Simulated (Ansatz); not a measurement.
# Band gap of InSe (P-6m2) from density functionals to GW, part 2 of 2

What gap does each level of theory give for InSe (P-6m2), and in what time?

Ansatz 0.2.0; density functionals, hybrids and G0W0, plane waves, PAW. Known limits of the many-body steps: finite bands, screening cutoff and k mesh; no spin-orbit coupling in G0W0; d shells not analysed; large ε∞ on the G0W0 mesh.

So far. Step 5 (HSE06 on the 6×6×2 mesh): Over mesh and listed points the gap is 1.149 eV, direct, at k = Γ. HSE06 against r2SCAN: 1.149 − 0.834 = +0.315 eV. The runs also differ in plane-wave cutoff (500 eV and 420 eV), so how much of this comes from the functional alone is not known. Step 6 (PBE0 on the 6×6×2 mesh): Over mesh and listed points the gap is 1.738 eV, direct, at k = Γ. PBE0 against HSE06: 1.738 − 1.149 = +0.589 eV, with the same mesh, files and cutoff, and both edges at the same k points.

In doubt: masses and optical values from hybrid runs of this build are listed as unsure (steps 8, 9), which bears on the screening that GW takes from such a start.

## Step 7: G0W0@LDA, 6×6×2 mesh, 837 empty bands, screening to 140 eV

G0W0 replaces the xc potential by a self-energy built once from the orbitals of the start. Levels are corrected in the window of bands that the input names, at points of the mesh.

This step: G0W0 on LDA, plane waves, PAW.

input.yaml

```yaml
crystal:
  lattice:
    - [3.9748709455, 0.0, 0.0]
    - [-1.9874354728, 3.4423392156, 0.0]
    - [0.0, 0.0, 16.2636494814]
  atoms:
    - { symbol: In, position: [0.0, 0.0, 0.5842950809] }
    - { symbol: In, position: [0.0, 0.0, 0.4157049191] }
    - { symbol: In, position: [0.3333333333, 0.6666666667, 0.9156997426] }
    - { symbol: In, position: [0.3333333333, 0.6666666667, 0.0843002574] }
    - { symbol: Se, position: [0.6666666667, 0.3333333333, 0.8378264049] }
    - { symbol: Se, position: [0.6666666667, 0.3333333333, 0.1621735951] }
    - { symbol: Se, position: [0.3333333333, 0.6666666667, 0.6621026916] }
    - { symbol: Se, position: [0.3333333333, 0.6666666667, 0.3378973084] }
kpoints:
  mp_grid: { grid: [6, 6, 2] }
hamiltonian:
  xc: lda
scf:
  occupations: { method: fixed }
gw:
  n_empty_bands: 837
  ecut_chi: 140.0
  qp_bands: [v2, c2]
  qp_kpoints: band_edges
  screening: { model: contour_deformation }
```

Launch:

```console
$ ansatz run input.yaml --threads 3 --pin off --max-ram 92160MiB --backend cuda --events-out ev --progress --plain --runs-dir out --devices 1 --max-vram 13GiB
```

Numbers of over 12 decimals in the logs are rounded to 6 here.

The log of the run:

```text
GPUs: using 1 of 1 available (devices: 1).
[...]
GPU FFT provider: cuFFT
GPU libraries: cuBLAS 13.8.2, cuFFT 12.4.0, cuSOLVER 12.3.4
Crystal: 8 atoms, lattice volume = 222.533 Å³
Basis set: ecut = 420 eV, 4387 PW (Γ)
Bands: 70, of which v1, the nominal top of the filled ones, is band 58 counted from 1 (57 counted from 0)
Symmetry: 12 space group operations
[...]
k-points: 14 of 72 (time reversal used)
[...]
8    60     10.0345    -7.8506    -3.9757   -12.0685  0.6423    10.2542    10.2767  root
[...]
13    57      5.6484   -15.0796     1.3683   -13.3649  0.6281     5.3112     5.3020  root ?
    13    58      6.0677   -16.1555     1.4752   -14.3325  0.6258     5.7290     5.7199  root ?
    13    59      9.0641    -7.3957    -3.6879   -11.2195  0.6489     9.2223     9.2000  root ?
    13    60      9.4091    -7.5732    -3.6631   -11.3546  0.6450     9.5393     9.5273  root ?
[key lines of the parts left out:]
SCF converged after 8 iterations
Free energy (F): -43365.489245 eV
Fermi energy:    7.715558 eV
```

The job ended after 3.4 min (1 × NVIDIA H100 80GB HBM3 (shared by 6 runs) with 3 threads of AMD EPYC 7R13 (Zen 3), shared host; peak memory 4.3 GiB).

Numbers from this step:

```
bands summed                                    : 895
RPA ε∞ on this mesh (eigenvalues)               : 9.259, 9.259, 304.9
plane waves in the screening matrix             : 823
G0W0 gap over the corrected points              : 0.8078 eV
k of the valence top                            : 0, 0, 0
k of the conduction bottom                      : 0, 0, 0
starting gap on the mesh                        : 0.1714 eV
Z at the valence top                            : 0.6335
Z at the conduction bottom                      : 0.6501
least direct G0W0 gap over the corrected points : 0.8078 eV
```

Over 11 of 14 irreducible mesh points the G0W0 gap is 0.808 eV, direct, at k = Γ. The LDA gap of this run on the mesh is 0.171 eV. The two states that bound the G0W0 gap lie that far apart at the start, so the correction of the gap is 0.808 − 0.171 = +0.637 eV. The program marks 32 of the 44 corrected levels as in doubt (Σc rises), among them the conduction bottom.

## Step 8: G0W0@HSE06, 6×6×2 mesh, 389 empty bands, screening to 84 eV

This step: G0W0 on HSE06, plane waves, PAW.

input.yaml: that of step 7 with these lines changed.

```diff
@@ -17,3 +17,3 @@
 hamiltonian:
-  xc: lda
+  xc: hse06
 scf:
@@ -21,4 +21,4 @@
 gw:
-  n_empty_bands: 837
-  ecut_chi: 140.0
+  n_empty_bands: 389
+  ecut_chi: 84
   qp_bands: [v2, c2]
```

The log of the run:

```text
GPUs: using 1 of 1 available (devices: 1).
[...]
GPU FFT provider: cuFFT
GPU libraries: cuBLAS 13.8.2, cuFFT 12.4.0, cuSOLVER 12.3.4
Crystal: 8 atoms, lattice volume = 222.533 Å³
Basis set: ecut = 420 eV, 4387 PW (Γ)
Bands: 70, of which v1, the nominal top of the filled ones, is band 58 counted from 1 (57 counted from 0)
Symmetry: 12 space group operations
[...]
k-points: 14 of 72 (time reversal used)
[...]
1    59      9.5372   -10.4897    -3.1844   -13.9047  0.8053     9.7684     9.7678  root
     1    60      9.6348   -10.5941    -3.1790   -14.0057  0.8041     9.8681     9.8674  root
[...]
13    57      5.4643   -15.0603     1.3840   -13.4175  0.7861     5.2045     5.2056  root
    13    58      5.8538   -16.0067     1.4844   -14.3319  0.7836     5.6628     5.6634  root
    13    59      9.6300    -6.8840    -3.2569   -10.1718  0.8095     9.6609     9.6609  root
    13    60      9.9092    -7.1203    -3.2547   -10.4187  0.8058     9.9529     9.9529  root
[key lines of the parts left out:]
Free energy (F): -44293.707542 eV
Fermi energy:    7.626468 eV
```

Run time: 1.8 min. Hardware: 1 × NVIDIA H100 80GB HBM3 (shared by 6 runs) with 3 threads; peak memory 3.3 GiB.

Numbers from this step:

```
bands summed                                    : 447
RPA ε∞ on this mesh (eigenvalues)               : 6.451, 6.451, 7.168
plane waves in the screening matrix             : 355
G0W0 gap over the corrected points              : 1.489 eV
k of the valence top                            : 0, 0, 0
k of the conduction bottom                      : 0, 0, 0
starting gap on the mesh                        : 1.149 eV
Z at the valence top                            : 0.7915
Z at the conduction bottom                      : 0.8121
least direct G0W0 gap over the corrected points : 1.489 eV
```

Over 11 of 14 irreducible mesh points the G0W0 gap is 1.489 eV, direct, at k = Γ. The HSE06 gap of this run on the mesh is 1.149 eV. The two states that bound the G0W0 gap lie that far apart at the start, so the correction of the gap is 1.489 − 1.149 = +0.340 eV. G0W0@HSE06 against G0W0@LDA with 447 bands (a further run, in the table below): 1.489 − 0.933 = +0.556 eV, with the same mesh, files and cutoffs, and both edges at the same k points. The program doubts an edge level of G0W0@LDA with 447 bands (6×6×2, soft_2 PAW).

## Step 9: G0W0@PBE0, 6×6×2 mesh, 389 empty bands, screening to 84 eV

This step: G0W0 on PBE0, plane waves, PAW.

input.yaml: that of step 8 with these lines changed.

```diff
@@ -17,3 +17,3 @@
 hamiltonian:
-  xc: hse06
+  xc: pbe0
 scf:
```

The log of the run:

```text
GPUs: using 1 of 1 available (devices: 1).
[...]
GPU FFT provider: cuFFT
GPU libraries: cuBLAS 13.8.2, cuFFT 12.4.0, cuSOLVER 12.3.4
Crystal: 8 atoms, lattice volume = 222.533 Å³
Basis set: ecut = 420 eV, 4387 PW (Γ)
Bands: 70, of which v1, the nominal top of the filled ones, is band 58 counted from 1 (57 counted from 0)
Symmetry: 12 space group operations
[...]
k-points: 14 of 72 (time reversal used)
[...]
1    59      9.8250   -10.3957    -3.1545   -13.5739  0.8208     9.8486     9.8486  root
     1    60      9.9255   -10.4953    -3.1483   -13.6671  0.8198     9.9490     9.9490  root
[...]
13    57      5.0995   -15.0704     1.2933   -13.7784  0.8038     5.1008     5.1008  root
    13    58      5.5010   -16.0171     1.3963   -14.6802  0.8010     5.5604     5.5604  root
    13    59      9.9452    -6.8527    -3.1720    -9.8298  0.8245     9.7507     9.7503  root
    13    60     10.2282    -7.0811    -3.1674   -10.0648  0.8213    10.0448    10.0444  root
[key lines of the parts left out:]
Free energy (F): -44290.641608 eV
Fermi energy:    7.305782 eV
```

Run time: 2.6 min. Hardware: 1 × NVIDIA H100 80GB HBM3 (shared by 6 runs) with 3 threads; peak memory 3.2 GiB.

This step gave:

| Item | Value |
| --- | --- |
| bands summed | 447 |
| RPA ε∞ on this mesh (eigenvalues) | 5.763, 5.763, 5.899 |
| plane waves in the screening matrix | 355 |
| G0W0 gap over the corrected points | 1.648 eV |
| k of the valence top | 0, 0, 0 |
| k of the conduction bottom | 0, 0, 0 |
| starting gap on the mesh | 1.738 eV |
| Z at the valence top | 0.8077 |
| Z at the conduction bottom | 0.8265 |
| least direct G0W0 gap over the corrected points | 1.648 eV |

Over 11 of 14 irreducible mesh points the G0W0 gap is 1.648 eV, direct, at k = Γ. The PBE0 gap of this run on the mesh is 1.738 eV. The two states that bound the G0W0 gap lie that far apart at the start, so the correction of the gap is 1.648 − 1.738 = −0.090 eV. G0W0@PBE0 against G0W0@HSE06 with 447 bands: 1.648 − 1.489 = +0.159 eV, with the same mesh, files and cutoffs, and both edges at the same k points. The program's warnings for this run: coarse exchange mesh.

## Step 10: The ladder

Each gap is the least one over the points named; times are wall times on shared hosts, not benchmarks. A G0W0 time includes the run's own self-consistent start. Runs with listed points see these and the mesh alone, so an edge that moves elsewhere is missed. Rows marked * are further runs, not shown as steps, whose inputs differ from the G0W0 step on the same start in the columns given; solver thresholds can differ too. Rows marked ? have an edge level that the program doubts.

| level | mesh | files, cutoff | bands summed, screening | points | gap (eV) | valence top | conduction bottom | least direct gap (eV) | time |
| --- | --- | --- | --- | --- | --- | --- | --- | --- | --- |
| LDA | 6×6×2 | soft_2 PAW, 420 eV | - | mesh and path | 0.171 | Γ | Γ | 0.171 | 7.5 s |
| LDA+SOC | 6×6×2 | soft_2 PAW, 420 eV | - | mesh and listed points | 0.148 | Γ | Γ | 0.148 | 7.3 s |
| r2SCAN | 6×6×2 | soft_2 PAW, 500 eV | - | mesh and listed points | 0.834 | Γ | Γ | 0.834 | 6.5 s |
| HSE06 | 6×6×2 | soft_2 PAW, 420 eV | - | mesh and listed points | 1.149 | Γ | Γ | 1.149 | 45 s |
| PBE0 | 6×6×2 | soft_2 PAW, 420 eV | - | mesh and listed points | 1.738 | Γ | Γ | 1.738 | 61 s |
| G0W0@LDA*? | 6×6×2 | soft_2 PAW, 420 eV | 195, 42 eV | 11 of 14 irreducible mesh points | 0.981 | Γ | Γ | 0.981 | 20 s |
| G0W0@LDA*? | 6×6×2 | soft_2 PAW, 420 eV | 447, 84 eV | 11 of 14 irreducible mesh points | 0.933 | Γ | Γ | 0.933 | 50 s |
| G0W0@LDA? | 6×6×2 | soft_2 PAW, 420 eV | 895, 140 eV | 11 of 14 irreducible mesh points | 0.808 | Γ | Γ | 0.808 | 3.4 min |
| G0W0@LDA*? | 6×6×1 | soft_2 PAW, 420 eV | 447, 84 eV | all 7 irreducible mesh points | 1.139 | Γ | Γ | 1.139 | 20 s |
| G0W0@HSE06 | 6×6×2 | soft_2 PAW, 420 eV | 447, 84 eV | 11 of 14 irreducible mesh points | 1.489 | Γ | Γ | 1.489 | 1.8 min |
| G0W0@PBE0 | 6×6×2 | soft_2 PAW, 420 eV | 447, 84 eV | 11 of 14 irreducible mesh points | 1.648 | Γ | Γ | 1.648 | 2.6 min |

## Step 11: Summary of results

```
LDA, over mesh and path                                            : 0.171 eV
LDA+SOC, over mesh and listed points                               : 0.148 eV
r2SCAN, over mesh and listed points                                : 0.834 eV
HSE06, over mesh and listed points                                 : 1.149 eV
PBE0, over mesh and listed points                                  : 1.738 eV
G0W0@LDA (895 bands, 6×6×2), over 11 of 14 irreducible mesh points : 0.808 eV
G0W0@HSE06, over 11 of 14 irreducible mesh points                  : 1.489 eV
G0W0@PBE0, over 11 of 14 irreducible mesh points                   : 1.648 eV
known limits                                                       : finite bands, screening cutoff and k mesh; no spin-orbit coupling in G0W0; d shells not analysed; large ε∞ on the G0W0 mesh
```

In words: The rows run from 0.148 eV (LDA+SOC) to 1.738 eV (PBE0). They differ in mesh, plane-wave cutoff, bands and screening cutoff of G0W0 and the points over which the gap was sought as well as in level, so only pairs that share these are like for like. LDA+SOC against LDA: 0.148 − 0.171 = −0.023 eV, with the same mesh, set of files (read in its fully relativistic form for the spin-orbit run) and cutoff, and both edges at the same k points. The spin-orbit run sees mesh and listed points alone, so its gap is an upper bound: the coupling can move an edge off these points, the more so as this crystal has no centre of inversion, and the change over the zone, its sign included where it is small, is not known. PBE0 against HSE06: 1.738 − 1.149 = +0.589 eV, with the same mesh, files and cutoff, and both edges at the same k points. G0W0@HSE06 against G0W0@LDA with 447 bands: 1.489 − 0.933 = +0.556 eV, with the same mesh, files and cutoffs, and both edges at the same k points. The program doubts an edge level of G0W0@LDA with 447 bands (6×6×2, soft_2 PAW). G0W0@PBE0 against G0W0@HSE06 with 447 bands: 1.648 − 1.489 = +0.159 eV, with the same mesh, files and cutoffs, and both edges at the same k points. G0W0@LDA (895 bands, 6×6×2) moves the gap of its own start on the mesh by 0.808 − 0.171 = +0.637 eV, between the same two levels. Both edges that LDA shows over mesh and path lie at k points where levels were corrected. Levels at other points were not corrected, so a lower G0W0 gap elsewhere in the zone is not ruled out. G0W0@HSE06 moves the gap of its own start on the mesh by 1.489 − 1.149 = +0.340 eV, between the same two levels. Both edges that HSE06 shows over mesh and listed points lie at k points where levels were corrected. Levels at other points were not corrected, so a lower G0W0 gap elsewhere in the zone is not ruled out. G0W0@PBE0 moves the gap of its own start on the mesh by 1.648 − 1.738 = −0.090 eV, between the same two levels. Both edges that PBE0 shows over mesh and listed points lie at k points where levels were corrected. Levels at other points were not corrected, so a lower G0W0 gap elsewhere in the zone is not ruled out. What spin-orbit coupling does to the G0W0 levels was not computed, so no sum with the G0W0 gap is formed. For G0W0@LDA: from 195 bands and 42 eV to 895 bands and 140 eV the gap moves by 0.808 − 0.981 = −0.173 eV (rung by rung 0.981, 0.933, 0.808 eV); bands and screening cutoff rise together, so their parts are not told apart. An edge row is in doubt in the runs with 195, 447 and 895 bands, so no limit is drawn and it is not known. The other G0W0 rows are shown at one basis each (447 bands), so their distance from the limit is not known here. With the 6×6×1 mesh in place of the 6×6×2 mesh and all else as in the G0W0@LDA row with 447 bands, the gap differs by 1.139 − 0.933 = +0.206 eV, and that of the start by 0.168 − 0.171 = −0.003 eV. The program doubts an edge level of G0W0@LDA with 447 bands (6×6×1, soft_2 PAW). The program doubts an edge level of G0W0@LDA with 447 bands (6×6×2, soft_2 PAW). For G0W0@LDA (895 bands, 6×6×2): the program marks 32 of the 44 corrected levels as in doubt (Σc rises), among them the conduction bottom. For G0W0@PBE0: the program's warnings for this run: coarse exchange mesh. The G0W0 runs are scalar-relativistic. One-shot GW is known to converge slowly in bands for compounds with shallow d shells. The cell holds In; the filling of the d shell and its place against the gap were not analysed here. The largest eigenvalue of the RPA ε∞ is large: 305 in G0W0@LDA (6×6×2, 895 bands), 306 in G0W0@LDA (6×6×2, 195 bands), 305 in G0W0@LDA (6×6×2, 447 bands) and 618 in G0W0@LDA (6×6×1, 447 bands). A perturbation-theory run of this series on LDA, not shown as a step (6×6×2 (response on 1152 points) mesh, soft_2 PAW), gives 8.9 and 13.5 (stated error 0.1), so a mesh with so large a value overstates the long-range screening, which bears on the G0W0 gap by an amount not known here. G0W0@LDA runs of this series with other atomic data on the same mesh, not shown as steps, give 0.970 eV (hard PAW, 710 eV, 463 bands, screening to 84 eV; the table's row with the same empty bands and screening cutoff has 0.933 eV); where bands and cutoffs differ too, the part of the files is not isolated. The program doubts an edge level of G0W0@LDA with 463 bands (6×6×2, hard PAW).

[Paths, hosts, dates, memory and timing lines, banners, echoed tables and standing remarks are left out of the program output.]

[Logs are printed without paths, hosts, clocks, repeated set-up lines and the standing remarks that a program may print on its own settings, such as how far it seeks lower states.]

[Runs of the session that timed out or met a known fault of the program may be left out.]

[Cells called generated may have been cut or substituted from an entry of the Crystallography Open Database or the Materials Project.]

[Hosts, paths, dates, database ids (printed as entryN), source tags and the programs' standing remarks are cut or masked in the printed files.]

[Where an RPA ε∞ is given, it is that of the G0W0 mesh and is not shown converged in it. Names of k-points follow the symmetry that the program found, which can be lower than the space group named. Band edges on a path are those of the sampled points; other points can move an edge, and change direct to indirect where valleys lie close.]

[Hybrid gaps are those of their k-mesh and are not shown converged in it.]
